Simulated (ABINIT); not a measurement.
Records of electronic-structure calculations.

```xyz
2
Lattice="0.000 2.917 2.917 2.916 0.000 2.916 2.916 2.917 0.000" Properties=species:S:1:pos:R:3 pbc="T T T" subject="Quasiparticle gap of CdS (Hawleyite) in ABINIT" method="RPA screening on PBE, plane waves, norm-conserving pseudopotentials (and 2 further levels or steps)" program="ABINIT 10.8.3" settings="cutoff 47 Ha, PseudoDojo scalar-relativistic 0.4.1 standard, norm-conserving, potential set dojo-sr-pbe-0.4.1-standard, ngkpt (4, 4, 4), nband 93, ecuteps 5 Ha, inclvkb 2, shiftk (0, 0, 0), symchi 1, awtr 1, frequency ppm, 4×4×4 k-mesh" cost="5 runs, 80 s in all on 4 MPI ranks of Intel Xeon 6975P-C (Granite Rapids), shared host" notes="The cell and positions come from the Crystallography Open Database and are kept as given unless a step says otherwise. Limits: no spin-orbit coupling. The 4×4×4 mesh is coarse for this cell, which bears on the long-range parts of exchange and screening." pbe_gap="1.14 eV, direct" g0w0_gap_on_the_mesh="2.05 eV" gw_settings="4×4×4 mesh, 93 bands, screening to 136.1 eV, Godby-Needs plasmon pole" known_limits="short of the basis limit; no spin-orbit coupling; coarse k mesh"
Cd    0.000    0.000    0.000
S     1.458    1.458    1.458
```

[Long decimals in the printed logs are rounded to 6 places.]

[Logs are printed without paths, hosts, clocks, repeated set-up lines and the standing remarks that a program may print on its own settings, such as how far it seeks lower states.]

[Paths, hosts, dates, memory and timing lines, banners, echoed tables and standing remarks are left out of the program output; an Ansatz launch command may be rebuilt from the run's recorded settings. Measured values are a selection of at most five: reports struck by readers or far from the other reports are left out. None is set beside runs whose start may be inverted or whose files or cutoffs have a known fault.]

[Runs of the session that timed out or met a known fault of the program may be left out.]

[Hosts, paths, dates, database ids (printed as entryN), source tags and the programs' standing remarks are cut or masked in the printed files.]

[G0W0 gaps are taken among the corrected bands and points alone; a level outside them can change the order at an edge.]

[Where Ansatz stands beside ABINIT at settings called matched, ABINIT's density can come from a denser mesh and the files from another edition; pairs whose starting gaps differed by over 0.03 eV were left out, so agreement reads better than it is.]
